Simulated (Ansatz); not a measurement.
# Convergence of a linear-scaling basis for C(111) slab, H on both faces (128 atoms), part 2 of 2

Aim: test how closely localised support functions follow the reference on C(111) slab, H on both faces (128 atoms), and at what cost. A setting counts as converged where the r.m.s. difference of forces stays under 1 % of the r.m.s. force.

Ansatz 0.2.0; Kohn-Sham DFT, PBE+D3(BJ), PAW (set soft_2), plane waves.

The cell: 96 C and 32 H. Beside vacuum, support functions can miss their usual error bounds without a warning. Sampling is at Γ alone, for a cell whose shortest periodic width is 9 Å.

So far. Step 12 (Support functions medium, spacing 0.183 Å): Forces differ from the reference by 0.32 meV/Å r.m.s., 0.030 % of their size, well within a tolerance of 1 %; the energy by -0.16 meV/atom. It took 6.2 times the reference's time (shared host, so rough). Step 13 (With hamiltonian.xc = "r2scan"): Forces differ from the reference by 67 meV/Å r.m.s., 6.3 % of their size; the gap by +0.48 eV. It took roughly 2.1 times the reference's time (one timing each, with unlike analyses asked), in 8 cycles against 8.

### Step 16. The first run in detail

The first run, on the default basis, asked for the full analyses, so its electronic structure is set out here.

Length of the force by element and coordination:

```
element  coordination  atoms  mean length of the force (eV/Å)  spread  least  most
      C           all     96                             1.84   0.834  0.309  4.61
      H           all     32                            0.918   0.741  0.138  3.19
```

Löwdin charges by element and coordination (they lack the spilled electrons, 0.017 e an atom on average):

```
element  coordination  atoms  mean charge (e)  spread   least    most
      C           all     96           -0.029  0.0776  -0.162  0.0416
      H           all     32            0.155  0.0115   0.135   0.178
```

By region:

```
  region  atoms  mean length of the force (eV/Å)
    slab     96                             1.84
hydrogen     32                            0.918
```

Density of states as counts of states in windows of 1 eV (from the Fermi level), total and the larger projections:

```
from (eV)  to (eV)  total   C p   C s  H s  hydrogen
      -14      -13    8.1   5.9   1.8  0.3       0.3
      -13      -12   31.9  18.8  10.5  2.3       2.3
      -12      -11   16.1  10.7   5.0  0.4       0.4
      -11      -10   14.0   9.3   3.5  1.2       1.2
      -10       -9   17.1  11.7   2.6  2.6       2.6
       -9       -8   49.0  40.4   4.6  3.8       3.8
       -8       -7   29.9  26.3   2.8  0.6       0.6
       -7       -6   39.4  31.8   2.5  4.9       4.9
       -6       -5   40.6  36.3   1.0  3.3       3.3
       -5       -4   35.4  33.7   0.2  1.5       1.5
       -4       -3   24.5  22.3   0.3  1.8       1.8
       -3       -2   10.0   9.4   0.1  0.5       0.5
       -2       -1    4.0   4.0   0.0  0.0       0.0
       -1        1    0.0   0.0   0.0  0.0       0.0
        1        2    4.0   0.4   0.1  0.8       0.8
        2        3   21.9   2.9   2.0  5.0       5.0
        3        4    6.2   0.8   0.3  1.2       1.2
        4        5   39.8  13.1   8.5  1.8       1.8
```

The curve was stored every 0.100 eV, coarse against its broadening of 0.08 eV, so these counts are rough.

Between -22 and -14 eV lie 96 more states.

The levels nearest the highest filled one (over half full), pooled over k-points and spins:

```
level less the highest filled one (eV)  occupation
                                 -1.63           2
                                 -1.51           2
                                 -1.03           2
                                -0.942           2
                               -0.0893           2
                                     0           2
                                  2.64           0
                                  2.81           0
                                  4.06           0
                                  4.07           0
                                  4.08           0
                                  4.09           0
```

Planar average of the electrostatic potential energy along the normal, with the Fermi level as zero, after a running mean with a triangular window 4 Å wide at its base:

```
height (Å)  potential energy (eV)
       0.0                   2.18
       0.6                   2.19
       1.0                   2.19
       1.6                   2.19
       2.2                   2.20
       2.6                   2.20
       3.2                   2.18
       3.7                   2.14
       4.3                   1.84
       4.9                   1.11
       5.3                  -0.20
       5.9                  -3.37
       6.5                  -6.96
       6.9                  -9.39
       7.5                 -11.46
       7.9                 -11.95
       8.5                 -12.08
       9.1                 -12.13
       9.6                 -12.13
      10.1                 -12.07
      10.7                 -12.00
      11.2                 -11.75
      11.8                 -10.16
      12.2                  -7.93
      12.8                  -4.39
      13.4                  -0.92
      13.8                   0.73
      14.4                   1.68
      15.0                   2.06
      15.4                   2.14
      16.0                   2.16
      16.5                   2.17
      17.0                   2.17
      17.6                   2.18
      18.1                   2.18
      18.7                   2.18
```

Valence density in the ca plane at fractional y = 0.000, with atoms of C and H within 0.2 Å of it. It is the smooth field of the valence electrons, not physical close to the nuclei.

Ten even steps from '0' (0.0 e/Å³) to '9' (1.9 e/Å³), each cell a mean:
```
00000000000002678831011002687630000000000000
00000000000000124531133212453100000000000000
00000000000000002332367422331000000000000000
00000000000000013431245312442100000000000000
00000000000001346731011101586420000000000000
00000000000004999830000001599971000000000000
00000000000001357731011101576430000000000000
00000000000000013431245312342100000000000000
00000000000000002332267422331000000000000000
00000000000000123431134211443100000000000000
00000000000002568731011001587630000000000000
00000000000003899830000001699971000000000000
00000000000001346631112112575420000000000000
00000000000000012431246322442000000000000000
00000000000000012332256322431000000000000000
00000000000000125631122112564210000000000000
00000000000003778831000002698851000000000000
00000000000003779831000002698751000000000000
00000000000000125631123112453210000000000000
00000000000000012432256422331000000000000000
00000000000000012431256312331000000000000000
00000000000001236631112111564310000000000000
00000000000003889830000001699961000000000000
```
Columns run along c (18.8 Å), rows up along a (10.1 Å). Atoms in or near the plane, at fractional coordinates: C at (0.38, 0.25), C at (0.62, 0.25), C at (0.38, 0.50), C at (0.62, 0.50), C at (0.38, 0.75), C at (0.63, 0.75), C at (0.38, 0.00), C at (0.62, 0.00), H at (0.32, 0.25), H at (0.68, 0.25), H at (0.32, 0.50), H at (0.68, 0.50), H at (0.32, 0.75), H at (0.68, 0.75) and more.

Electrostatic potential energy in the ca plane at fractional y = 0.000, with atoms of C and H within 0.2 Å of it. With pseudopotentials it is smooth inside the atoms' cores, unlike the true potential.

Values in eV, 12 rows by 16 columns, each cell a mean:
```
  6   6   6   6   3 -12 -15   1   1  -9 -15   2   6   6   6   6
  6   6   6   6   5   4  -3  -3  -4  -3   2   5   6   6   6   6
  6   6   6   6   1 -21 -20   3   3 -13 -25  -3   6   6   6   6
  6   6   6   6   4 -11 -15   1   1  -8 -15   1   6   6   6   6
  6   6   6   6   5   4  -3  -3  -4  -2   2   5   6   6   6   6
  6   6   6   6   2 -20 -19   3   2 -12 -24  -1   6   6   6   6
  6   6   6   6   3 -12 -15   2   1  -9 -17   0   6   6   6   6
  6   6   6   6   5   4  -3  -2  -4  -4   2   5   6   6   6   6
  6   6   6   6   2 -20 -22   3   3 -15 -25  -2   6   6   6   6
  6   6   6   6   4 -11 -15   1   1  -9 -14   1   6   6   6   6
  6   6   6   6   6   4  -3  -3  -4  -2   3   5   6   6   6   6
  6   6   6   6   2 -20 -20   3   2 -14 -25  -2   6   6   6   6
```
Columns run along c (18.8 Å; values clipped at the 3rd and 97th percentile), rows up along a (10.1 Å). Atoms in or near the plane, at fractional coordinates: C at (0.38, 0.25), C at (0.62, 0.25), C at (0.38, 0.50), C at (0.62, 0.50), C at (0.38, 0.75), C at (0.63, 0.75), C at (0.38, 0.00), C at (0.62, 0.00), H at (0.32, 0.25), H at (0.68, 0.25), H at (0.32, 0.50), H at (0.68, 0.50), H at (0.32, 0.75), H at (0.68, 0.75) and more.

Mean Löwdin charges: C -0.03, H +0.16 e (they miss 0.53 % of the electrons, so they add up to more than the cell's charge). Charges this small depend on the projection, at times even in sign. The potential stands 3.49 eV above the highest filled level over the upper face and 3.51 eV under the lower one, which reads the ionisation potential at this level (an upper bound, if the band top lies off the mesh).

### Step 17. Structure statistics

These statistics describe the geometry on which the runs were made.

Normalised to the volume that the atoms fill. Pair distribution functions g(r), in bins of 0.1 Å:

```
r (Å)  total   C-C   C-H    H-H
 0.95   0.00  0.00  0.00   0.00
 1.05   1.47  0.00  3.91   0.00
 1.15   0.60  0.00  1.60   0.00
 1.25   0.00  0.00  0.00   0.00
 1.35   0.00  0.00  0.00   0.00
 1.45   0.38  0.68  0.00   0.00
 1.55   5.13  9.13  0.00   0.00
 1.65   0.09  0.15  0.00   0.00
 1.75   0.00  0.00  0.00   0.00
 1.85   0.00  0.00  0.00   0.00
 1.95   0.00  0.00  0.00   0.00
 2.05   0.04  0.00  0.09   0.00
 2.15   1.35  0.00  3.60   0.00
 2.25   0.17  0.00  0.45   0.00
 2.35   0.00  0.00  0.00   0.00
 2.45   1.39  2.05  0.00   3.78
 2.55   5.45  8.09  0.00  14.40
 2.65   0.14  0.04  0.28   0.18
 2.75   1.77  0.00  4.73   0.00
 2.85   0.08  0.05  0.15   0.00
 2.95   3.45  6.14  0.00   0.00
 3.05   0.27  0.47  0.00   0.00
 3.15   0.00  0.00  0.00   0.00
 3.25   0.16  0.00  0.44   0.00
 3.35   0.50  0.00  1.33   0.00
 3.45   0.47  0.01  1.23   0.00
 3.55   1.11  1.72  0.38   0.00
 3.65   0.17  0.31  0.00   0.00
 3.75   0.01  0.01  0.00   0.00
 3.85   1.55  2.64  0.16   0.00
 3.95   1.08  1.21  1.06   0.00
 4.05   0.03  0.00  0.07   0.00
 4.15   0.67  0.00  1.78   0.00
 4.25   0.41  0.04  1.00   0.13
 4.35   3.11  4.61  0.48   5.37
 4.45   0.82  0.78  0.91   0.62
 4.55   0.54  0.29  1.01   0.00
 4.65   1.66  2.47  0.71   0.00
 4.75   0.10  0.05  0.18   0.00
 4.85   0.00  0.00  0.01   0.00
 4.95   0.49  0.08  1.14   0.25
 5.05   1.50  1.91  0.43   4.20
 5.15   0.53  0.05  1.32   0.14
 5.25   1.61  2.49  0.56   0.00
```

Bonds by pair of elements; cutoffs follow the first minimum of g(r), held within bounds set by covalent radii, and pairs that aren't listed don't count as bonded:

```
pair A-B  cutoff (Å)  bonds  mean length (Å)  spread (Å)  shortest (Å)  B about A  A about B
     C-C        1.85    176             1.55       0.027          1.47       3.67       3.67
     C-H        1.34     32             1.09       0.028          1.02      0.333          1
```

How many atoms have how many bonded neighbours:

```
element  mean   1   4
      C     4   0  96
      H     1  32   0
```

Among the first-shell peaks of g(r) are those at about 1.54 Å (C-C), 1.08 Å (C-H) and 2.52 Å (H-H). With the cutoffs above, all C atoms have 4 and all H atoms have 1 bonded neighbour.

The surroundings of C50, which bears the longest force, nearest first, numbered as they follow in the input and with coordinates relative to it.

```
atom      x      y      z  distance (Å)  bonds  Löwdin charge (e)     Fx     Fy  Fz (eV/Å)
 C50   0.00   0.00   0.00          0.00      4              -0.15  -1.00  -0.01       4.50
H113   0.00  -0.02  -1.04          1.04      1               0.18   0.05   0.15      -2.27
 C49   1.24  -0.72   0.56          1.53      4               0.03   0.26  -1.06      -1.10
 C31  -0.01   1.45   0.57          1.56      4               0.04  -0.74   0.49      -2.09
 C25  -1.33  -0.73   0.54          1.61      4               0.04   2.82  -0.14      -0.94
 C74   2.49   0.01   0.04          2.49      4              -0.13   1.10  -0.43       0.55
 C68   1.22  -2.21   0.04          2.52      4              -0.12   1.68   1.33       0.27
 C56   1.23   2.20   0.05          2.52      4              -0.13   0.28  -0.46       1.17
 C26  -2.53  -0.01   0.00          2.53      4              -0.14  -1.52   0.68       3.02
 C44  -1.27  -2.19   0.05          2.53      4              -0.12   0.23   0.52       0.30
 C32  -1.30   2.19   0.04          2.55      4              -0.13   1.08  -0.47       0.67
 C28  -1.25  -0.73   2.10          2.55      4               0.01  -0.92   0.12      -0.67
 C34   0.00   1.47   2.10          2.56      4               0.01  -0.43  -0.94       0.18
 C52   1.27  -0.75   2.11          2.58      4               0.01  -0.02   1.38      -1.17
```

### Step 18. Results

```yaml
free_energy_per_atom: -192.2284 eV/atom
r_m_s_force_component: 1.067 eV/Å
spacing_of_highest_filled_and_lowest_empty_level: 2.639 eV
potential_in_mid_vacuum_over_the_fermi_level: 2.183 eV
wall_time_of_the_12_dft_runs: 18 min
```

Against plane waves at 750 eV, the forces differ by 0.73 meV/Å (0.068 %) with support functions medium, and by 0.23 meV/Å in the closest run (support functions high). At 128 atoms the fastest of the runs at a preset level, support functions low, takes 3.1 times the time of plane waves, in 11 SCF cycles against 9. Differences between support functions and plane waves include what basis error the plane-wave run still has. As the typed spacing goes from 0.183 to 0.343 Å, the force difference goes from 0.32 to 19 meV/Å, and the time from 2.6 min to 58 s.

The highest filled and lowest empty levels differ by 2.64 eV at Γ alone; the mesh holds the band edges only if they fold onto it, so the gap at this level can be narrower or closed, and states at the surface or the caps may set it. The potential stands 3.49 eV above the highest filled level over the upper face and 3.51 eV under the lower one, which reads the ionisation potential at this level (an upper bound, if the band top lies off the mesh). With the cutoffs above, all C atoms have 4 and all H atoms have 1 bonded neighbour.

Caveats: The geometry was built by rule, was displaced at random and isn't relaxed at this level: its force components are 1.1 eV/Å r.m.s.

[Long decimals in the printed logs are rounded to 6 places.]

[Logs are printed without paths, hosts, clocks, repeated set-up lines and the standing remarks that a program may print on its own settings, such as how far it seeks lower states.]

[Hosts, paths, dates, database ids (printed as entryN), source tags and the programs' standing remarks are cut or masked in the printed files.]
